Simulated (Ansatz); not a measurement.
# LiSc (hypothetical, Pm-3m): phonons against volume, part 2 of 5

Wanted: mode Grüneisen parameters of LiSc (hypothetical) and a free-energy fit over volumes. The crystal structure is hypothetical: it was made by swapping elements on a known structure type.

Ansatz 0.2.0; DFT PBEsol, scalar-relativistic, plane waves, PAW.

So far. Step 2 (A first coarse run): The start is under 11 GPa at this level and looks like a metal on this mesh.

## 4. Finding the static equilibrium

The vibrations must be taken about the equilibrium of this functional, not about the starting cell, so the structure is relaxed.

Contents of input.yaml:

```yaml
crystal:
  lattice:
    - [3.4369873525, 0.0, 0.0]
    - [0.0, 3.4369873525, 0.0]
    - [0.0, 0.0, 3.4369873525]
  atoms:
    - { symbol: Sc, position: [0.5, 0.5, 0.5] }
    - { symbol: Li, position: [0.0, 0.0, 0.0] }
kpoints:
  mp_grid: { grid: [12, 12, 12] }
hamiltonian:
  xc: pbesol
scf:
  occupations: { method: gaussian, width: 0.1 }
output:
  forces: true
  stress: true
  eigenvalues: true
  write_density: true
  write_potential: true
  elf: true
  volumetric_format: npy
relax:
  adjacent_minimum: "off"
  f_tol: 0.005
  max_steps: 80
  cell: { stress_tol: 0.05 }
```

Started as:

```bash
$ ansatz run input.yaml --threads 4 --pin off --max-ram 8192MiB --backend cpu --events-out ev --progress --plain --runs-dir out
```

Numbers of over 12 decimals in the logs are rounded to 6 here.

What it wrote:

```text
[...]
Crystal: 2 atoms, lattice volume = 40.601 Å³
Basis set: ecut = 420 eV, 751 PW (Γ), exchange–correlation on 48×48×48 points (8 copies of the dense FFT grid, shifted against one another)
Bands: 11, of which v1, the nominal top of the filled ones, is band 7 counted from 1 (6 counted from 0)
Symmetry: 48 space group operations
[...]
k-points: 84 of 1728
[...]
SCF iter   1: F=—  HF=-2313.912310 eV  |F-HF|=—  |Δ(HF+E_count)|=         —  Δρ=3.98e-3  dr2=6.70e-3  ethr=1.77e-3  ⟨swp⟩=4.0  Hψ=4498  notcnv=0
[...]
SCF iter   6: F=-2313.909440 eV  HF=-2313.909440 eV  |F-HF|=3.52e-10  |Δ(HF+E_count)|=   1.35e-8  Δρ=1.75e-6  dr2=7.63e-10  ethr=7.14e-10  ⟨swp⟩=7.0  Hψ=5399  notcnv=0
SCF 1 converged in 6 iterations: F = -2313.909440 eV  dr2 = 7.63e-10
[...]
relax step   1: F+E_penalty+E_count = -2313.90944042 eV  Δ(F+E_penalty+E_count) = +0.000e0 eV  max|allowed force component| = 1.787e-29 eV/Å  Δτ_max = 0.0000 Å  P = +0.486 GPa  Ω = 40.601 Å³  (6 SCF iters, dr2 threshold 1.00e-7 eV, accepted)
Crystal: 2 atoms, lattice volume = 41.323 Å³
Basis set: ecut = 420 eV, 799 PW (Γ), exchange–correlation on 48×48×48 points (8 copies of the dense FFT grid, shifted against one another)
[...]
SCF iter   4: F=-2313.910059 eV  HF=-2313.910059 eV  |F-HF|=1.37e-8  |Δ(HF+E_count)|=   2.85e-7  Δρ=8.98e-6  dr2=2.62e-8  ethr=1.43e-9  ⟨swp⟩=5.0  Hψ=4982  notcnv=0
SCF 2 converged in 4 iterations: F = -2313.910059 eV  dr2 = 2.62e-8
relax step   2: F+E_penalty+E_count = -2313.91005860 eV  Δ(F+E_penalty+E_count) = -6.182e-4 eV  max|allowed force component| = 5.249e-30 eV/Å  Δτ_max = 0.0000 Å  P = -0.186 GPa  Ω = 41.323 Å³  energy of the carried Pulay correction = -3.845e-5 eV  (4 SCF iters, dr2 threshold 2.00e-7 eV, accepted)
Crystal: 2 atoms, lattice volume = 41.121 Å³
[...]
SCF iter   4: F=-2313.910189 eV  HF=-2313.910189 eV  |F-HF|=6.98e-10  |Δ(HF+E_count)|=   5.02e-9  Δρ=2.30e-6  dr2=1.83e-9  ethr=6.15e-10  ⟨swp⟩=7.0  Hψ=5240  notcnv=0
SCF 3 converged in 4 iterations: F = -2313.910189 eV  dr2 = 1.83e-9
relax step   3: F+E_penalty+E_count = -2313.91018865 eV  Δ(F+E_penalty+E_count) = -1.300e-4 eV  max|allowed force component| = 8.283e-30 eV/Å  Δτ_max = 0.0000 Å  P = -0.003 GPa  Ω = 41.121 Å³  energy of the carried Pulay correction = -2.780e-5 eV  (4 SCF iters, dr2 threshold 8.61e-8 eV, accepted)
[...]
SCF iter   4: F=-2313.910216 eV  HF=-2313.910216 eV  |F-HF|=5.23e-11  |Δ(HF+E_count)|=  8.60e-10  Δρ=3.42e-7  dr2=1.66e-11  ethr=1.00e-12  ⟨swp⟩=3.3  Hψ=4007  notcnv=0
SCF 4 converged in 4 iterations: F = -2313.910216 eV  dr2 = 1.66e-11
relax step   4: F+E_penalty+E_count = -2313.91021603 eV  Δ(F+E_penalty+E_count) = -2.738e-5 eV  max|allowed force component| = 2.952e-29 eV/Å  Δτ_max = 0.0000 Å  P = -0.004 GPa  Ω = 41.121 Å³  stress off target by 3.53e-3 GPa  SCF on the basis re-selected at this cell (its energy is not comparable with the rows above)  (4 SCF iters)
[...]
SCF converged after 4 iterations
Free energy (F): -2313.910216 eV
[...]
Internal energy: -2313.894551 eV  (E = F + TS)
E sigma→0 (E₀):  -2313.902383 eV
Entropy (-TS):   -0.015665 eV (-7.833 meV/atom)
Fermi energy:    6.114412 eV
[...]
--- Stress (GPa, compression-positive) ---
       -0.003529       0.000000      -0.000000
        0.000000      -0.003529      -0.000000
       -0.000000      -0.000000      -0.003529
  P = ⅓ Tr σ = -0.0035 GPa (-0.035 kbar)
--- Band table (eV; the first three rows and the last of 84) ---
  k-point 0: bands = [... 3 lower, -22.2389, -22.2389, 1.5374, 6.1044, 6.1044, 8.7151, 8.7151, 8.7151]
  k-point 1: bands = [... 3 lower, -22.2382, -22.2382, 1.6228, 6.1059, 6.1328, 8.6039, 8.6039, 8.7217]
  k-point 2: bands = [... 3 lower, -22.2363, -22.2363, 1.8714, 6.0852, 6.2123, 8.3389, 8.3389, 8.7398]
  k-point 83: bands = [... 3 lower, -22.3335, -22.3335, 5.3832, 5.3832, 5.3832, 9.4009, 9.4009, 10.5230]
--- Relaxed structure (3 steps of the walk, 3 accepted, 1 SCFs on fresh bases) ---
[...]
cell:  # Å, volume = 41.1207 Å³
    - [3.451599, 0, 0]
    - [0, 3.451599, 0]
    - [0, 0, 3.451599]
  atoms:
    - { symbol: Sc, position: [0.500000, 0.500000, 0.500000] }
    - { symbol: Li, position: [0, 0, 0] }
```

It took 4.6 s on 4 threads of Arm Neoverse N1, shared host; peak memory 0.36 GiB.

Step by step:

| step | energy less that of the first step (eV) | largest force component (eV/Å) | pressure (GPa) | volume (Å³) |
| --- | --- | --- | --- | --- |
| 1 | 0.0000 | 0.0000 | 0.49 | 40.60 |
| 2 | -0.0006 | 0.0000 | -0.19 | 41.32 |
| 3 | -0.0007 | 0.0000 | 0.00 | 41.12 |
| 4* | -0.0008 | 0.0000 | 0.00 | 41.12 |

Relaxation steps marked * repeat the geometry before them on a plane-wave basis chosen anew for their cell, so energy and pressure can jump there.

Forces are held to the 48 operations that the run works with; a distortion that breaks them can't arise in this run.

```csv
"conventional cell, symmetrised",before,after,change
a (Å),3.437,3.452,+0.4 %
b (Å),3.437,3.452,+0.4 %
c (Å),3.437,3.452,+0.4 %
volume (Å³/atom),20.30,20.56,+1.3 %
```

Final coordinates:

```xyz
2
Lattice="3.4516 0.0000 0.0000 0.0000 3.4516 0.0000 0.0000 0.0000 3.4516" Properties=species:S:1:pos:R:3 pbc="T T T"
Sc    1.7258    1.7258    1.7258
Li    0.0000    0.0000    0.0000
```

Numbers from this step:

| Item | Value |
| --- | --- |
| pressure | -0.003529 GPa |
| volume per atom | 20.56 Å³ |

Valence density in the ac plane at fractional y = 0.500, with atoms of Sc within 0.2 Å of it. It is the smooth field of the valence electrons, not physical close to the nuclei.

Ten even steps from '0' (0.1 e/Å³) to '9' (7.4 e/Å³), each cell a mean:
```
00000000000000
00000000000000
00000000000000
00000011100000
00000245420000
00001589741000
00002699951000
00002589841000
00001356520000
00000122100000
00000000000000
00000000000000
00000000000000
00000000000000
```
Columns run along a (3.5 Å), rows up along c (3.5 Å). Atoms in or near the plane, at fractional coordinates: Sc at (0.50, 0.50).

Electrostatic potential energy in the ac plane at fractional y = 0.500, with atoms of Sc within 0.2 Å of it. With pseudopotentials it is smooth inside the atoms' cores, unlike the true potential.

Ten even steps from '_' (-60 eV) to '@' (9 eV), each cell a mean:
```
@@@@@@@@@@@@@@@@@@@@@@@@@@@@
@@@@@@@@@@@@@@@@@@@@@@@@@@@@
@@@@@@@@@@%%%%##%%%%@@@@@@@@
@@@@@@%%%%##**++**##%%@@@@@@
@@@@@@%%**++--::--++##%%@@@@
@@@@@@##++::______--**%%@@@@
@@@@%%##++..______::++##@@@@
@@@@%%##++::______--**%%@@@@
@@@@@@%%**==::..::++##%%@@@@
@@@@@@%%##**++++++**%%@@@@@@
@@@@@@@@%%%%######%%%%@@@@@@
@@@@@@@@@@@@%%%%@@@@@@@@@@@@
@@@@@@@@@@@@@@@@@@@@@@@@@@@@
@@@@@@@@@@@@@@@@@@@@@@@@@@@@
```
Columns run along a (3.5 Å; values clipped at the 3rd and 97th percentile), rows up along c (3.5 Å). Atoms in or near the plane, at fractional coordinates: Sc at (0.50, 0.50).

ELF in the ac plane at fractional y = 0.500, with atoms of Sc within 0.2 Å of it. It is the smooth field of the valence electrons, not physical close to the nuclei.

Ten even steps from '_' (0.07) to '@' (0.77), each cell a mean:
```
@@@@%%##==--....::--++##%%@@
@@%%##==::________..::++##%%
%%##==::____......____::++##
**++::__..==**##**--..__::++
==::____++%%@@%%@@%%--__..--
--..__::##@@**==##@@**..__::
::..__::%%%%::__==%%##..__..
--..__::##@@++::**@@**..__..
==::__..++@@@@%%@@%%==____--
**==..__::++##%%##++..__::==
##**==..__..::::::____::==##
@@%%##==..__________::==##%%
@@@@%%**==::......::++##%%@@
@@@@@@##**==--::--==**%%@@@@
```
Columns run along a (3.5 Å), rows up along c (3.5 Å). Atoms in or near the plane, at fractional coordinates: Sc at (0.50, 0.50).

The relaxation ends with a pressure of 0.00 GPa.

## 5. Tight relaxation

The thresholds are tightened for a last relaxation ahead of the phonons, and where mesh or smearing change with them the cell follows.

Contents of input.yaml:

```yaml
crystal:
  lattice:
    - [3.451598733, 0.0, 0.0]
    - [0.0, 3.451598733, 0.0]
    - [0.0, 0.0, 3.451598733]
  atoms:
    - { symbol: Sc, position: [0.5, 0.5, 0.5] }
    - { symbol: Li, position: [0.0, 0.0, 0.0] }
kpoints:
  mp_grid: { grid: [12, 12, 12] }
hamiltonian:
  xc: pbesol
scf:
  occupations: { method: methfessel_paxton, width: 0.2 }
output:
  forces: true
  stress: true
  eigenvalues: true
relax:
  adjacent_minimum: "off"
  f_tol: 0.001
  max_steps: 60
  cell: { stress_tol: 0.01 }
```

What it wrote:

```text
[...]
Crystal: 2 atoms, lattice volume = 41.121 Å³
Basis set: ecut = 420 eV, 799 PW (Γ), exchange–correlation on 48×48×48 points (8 copies of the dense FFT grid, shifted against one another)
Bands: 11, of which v1, the nominal top of the filled ones, is band 7 counted from 1 (6 counted from 0)
Symmetry: 48 space group operations
[...]
k-points: 84 of 1728
[...]
k-point 83: bands = [... 3 lower, -22.3265, -22.3265, 5.3889, 5.3889, 5.3889, 9.4101, 9.4101, 10.5348]
--- Relaxed structure (2 steps of the walk, 2 accepted, 1 SCFs on fresh bases) ---
[...]
cell:  # Å, volume = 41.0825 Å³
    - [3.450528, 0, 0]
    - [0, 3.450528, 0.0]
    - [0, 0.0, 3.450528]
  atoms:
    - { symbol: Sc, position: [0.5, 0.5, 0.5] }
    - { symbol: Li, position: [0, 0, 0] }
[key lines of the parts left out:]
SCF converged after 5 iterations
Free energy (F): -2313.903605 eV
Fermi energy:    6.122663 eV
P = ⅓ Tr σ = 0.0095 GPa (0.095 kbar)
```

Elapsed: 3.6 s, on 4 threads; peak memory 0.36 GiB.

Little changed from the start: no atom moved by 0.005 Å and no cell edge by 0.1 %.

This step gave:

```
pressure        : 0.009522 GPa
volume per atom : 20.54 Å³
```

The residual pressure is 0.0095 GPa, small enough for phonons.

## 6. A run with changed settings: scf.eigensolver.kind = "davidson"

One run with other settings shows how much the ground state depends on them.

This step: DFT PBEsol, scalar-relativistic, plane waves, PAW; settings changed (Ansatz 0.2.0).

input.yaml, as its differences from that of step 5:

```diff
@@ -14,6 +14,7 @@
   occupations: { method: methfessel_paxton, width: 0.2 }
+  eigensolver: { kind: davidson }
 output:
   forces: true
+  eigenvalues: true
   stress: true
-  eigenvalues: true
 relax:
```

What it wrote:

```text
[...]
Crystal: 2 atoms, lattice volume = 41.121 Å³
Basis set: ecut = 420 eV, 799 PW (Γ), exchange–correlation on 48×48×48 points (8 copies of the dense FFT grid, shifted against one another)
Bands: 11, of which v1, the nominal top of the filled ones, is band 7 counted from 1 (6 counted from 0)
Symmetry: 48 space group operations
[...]
k-points: 84 of 1728
[...]
SCF iter   1: F=—  HF=-2313.905921 eV  |F-HF|=—  |Δ(HF+E_count)|=         —  Δρ=3.96e-3  dr2=6.80e-3  ethr=1.77e-3  ⟨swp⟩=5.4  Hψ=3739  notcnv=0
[...]
SCF iter   3: F=—  HF=-2313.903656 eV  |F-HF|=—  |Δ(HF+E_count)|=   2.58e-4  S|Δr|=    0.00e0  Δρ=3.77e-4  dr2=5.35e-5  ethr=4.55e-7  ⟨swp⟩=3.4  Hψ=3805  notcnv=0
eigensolver tolerance schedule: the retry pair's looser diagonalisation over-reported the residual by 0.19 of it (diagonalisation noise at 0.21 of the residual, at the tolerance the schedule requests for it); recorded, not acted on — ethr = c·dr2/N_el stays at c = 1.0e-1
SCF iter   4: F=—  HF=-2313.903604 eV  |F-HF|=—  |Δ(HF+E_count)|=   5.16e-5  S|Δr|=    0.00e0  Δρ=1.24e-4  dr2=7.59e-6  ethr=3.82e-7  ⟨swp⟩=4.2  Hψ=1963  notcnv=0
SCF iter   5: F=-2313.903603 eV  HF=-2313.903603 eV  |F-HF|=2.29e-8  |Δ(HF+E_count)|=   1.13e-6  S|Δr|=    0.00e0  Δρ=1.43e-5  dr2=3.98e-8  ethr=5.42e-8  ⟨swp⟩=3.9  Hψ=1963  notcnv=0
SCF 1 converged in 5 iterations: F = -2313.903603 eV  dr2 = 3.98e-8
  Residual-converged pass: ⟨swp⟩=3.8  Hψ=2311  notcnv=0  max |occ|·‖R‖ = 6.6e-6 eV (tolerance 6.7e-6 eV)  dr2=3.40e-8  dr2_onsite=1.65e-8  max |Δocc| = 1.3e-7
[...]
relax step   1: F+E_penalty+E_count = -2313.90360323 eV  Δ(F+E_penalty+E_count) = +0.000e0 eV  max|allowed force component| = 3.288e-29 eV/Å  Δτ_max = 0.0000 Å  P = -0.026 GPa  Ω = 41.121 Å³  (5 SCF iters, dr2 threshold 1.00e-7 eV, accepted)
Crystal: 2 atoms, lattice volume = 41.083 Å³
[...]
SCF iter   4: F=-2313.903607 eV  HF=-2313.903607 eV  |F-HF|=1.09e-9  |Δ(HF+E_count)|=   6.37e-9  S|Δr|=    0.00e0  Δρ=2.43e-6  dr2=1.24e-9  ethr=9.40e-12  ⟨swp⟩=3.5  Hψ=3600  notcnv=0
SCF 2 converged in 4 iterations: F = -2313.903607 eV  dr2 = 1.24e-9
[...]
relax step   2: F+E_penalty+E_count = -2313.90360723 eV  Δ(F+E_penalty+E_count) = -4.003e-6 eV  max|allowed force component| = 3.180e-30 eV/Å  Δτ_max = 0.0000 Å  P = +0.009 GPa  Ω = 41.083 Å³  energy of the carried Pulay correction = +2.025e-6 eV  (4 SCF iters, dr2 threshold 1.64e-9 eV, accepted)
[...]
SCF iter   9: F=-2313.903605 eV  HF=-2313.903605 eV  |F-HF|=0.00e0  |Δ(HF+E_count)|=  4.55e-13  S|Δr|=    0.00e0  Δρ=1.67e-8  dr2=1.91e-13  ethr=1.00e-12  ⟨swp⟩=3.3  Hψ=2081  notcnv=0
SCF 3 converged in 9 iterations: F = -2313.903605 eV  dr2 = 1.91e-13
  Residual-converged pass: the last iteration was solved by the pass's rule, and is the pass (adopted: true)  max |occ|·‖R‖ = 9.9e-9 eV (tolerance 1.0e-8 eV)  dr2=1.91e-13  dr2_onsite=1.22e-14
relax step   3: F+E_penalty+E_count = -2313.90360533 eV  Δ(F+E_penalty+E_count) = +1.895e-6 eV  max|allowed force component| = 1.105e-29 eV/Å  Δτ_max = 0.0000 Å  P = +0.009 GPa  Ω = 41.083 Å³  stress off target by 9.47e-3 GPa  SCF on the basis re-selected at this cell (its energy is not comparable with the rows above)  (9 SCF iters)
[...]
SCF converged after 9 iterations
[...]
Free energy (F): -2313.903605 eV
[...]
Internal energy: -2313.902483 eV  (E = F + TS)
E sigma→0 (E₀):  -2313.903325 eV
Entropy (-TS):   -0.001122 eV (-0.561 meV/atom)
Fermi energy:    6.122652 eV
[...]
--- Stress (GPa, compression-positive) ---
        0.009468      -0.000000       0.000000
       -0.000000       0.009468      -0.000000
        0.000000      -0.000000       0.009468
  P = ⅓ Tr σ = 0.0095 GPa (0.095 kbar)
--- Band table (eV; the first three rows and the last of 84) ---
  k-point 0: bands = [... 3 lower, -22.2317, -22.2317, 1.5436, 6.1104, 6.1104, 8.7236, 8.7236, 8.7236]
  k-point 1: bands = [... 3 lower, -22.2309, -22.2309, 1.6290, 6.1119, 6.1388, 8.6123, 8.6123, 8.7303]
  k-point 2: bands = [... 3 lower, -22.2290, -22.2290, 1.8777, 6.0915, 6.2183, 8.3471, 8.3471, 8.7484]
  k-point 83: bands = [... 3 lower, -22.3265, -22.3265, 5.3889, 5.3889, 5.3889, 9.4101, 9.4101, 10.5348]
--- Relaxed structure (2 steps of the walk, 2 accepted, 1 SCFs on fresh bases) ---
[...]
cell:  # Å, volume = 41.0825 Å³
    - [3.450530, 0, 0]
    - [0, 3.450530, 0.0]
    - [0, 0.0, 3.450530]
  atoms:
    - { symbol: Sc, position: [0.5, 0.5, 0.5] }
    - { symbol: Li, position: [0, 0, 0] }
```

Elapsed: 4.2 s, on 4 threads; peak memory 0.34 GiB; 14 s of CPU time.

Little changed from the start: no atom moved by 0.005 Å and no cell edge by 0.1 %.

This step gave:

```
pressure : 0.009468 GPa
```

(Part 2 of 5 ends here.)

[Logs are printed without paths, hosts, clocks, repeated set-up lines and the standing remarks that a program may print on its own settings, such as how far it seeks lower states.]

[Hosts, paths, dates, database ids (printed as entryN), source tags and the programs' standing remarks are cut or masked in the printed files.]

[A step with changed settings may run another functional than the one named; its input shows which.]


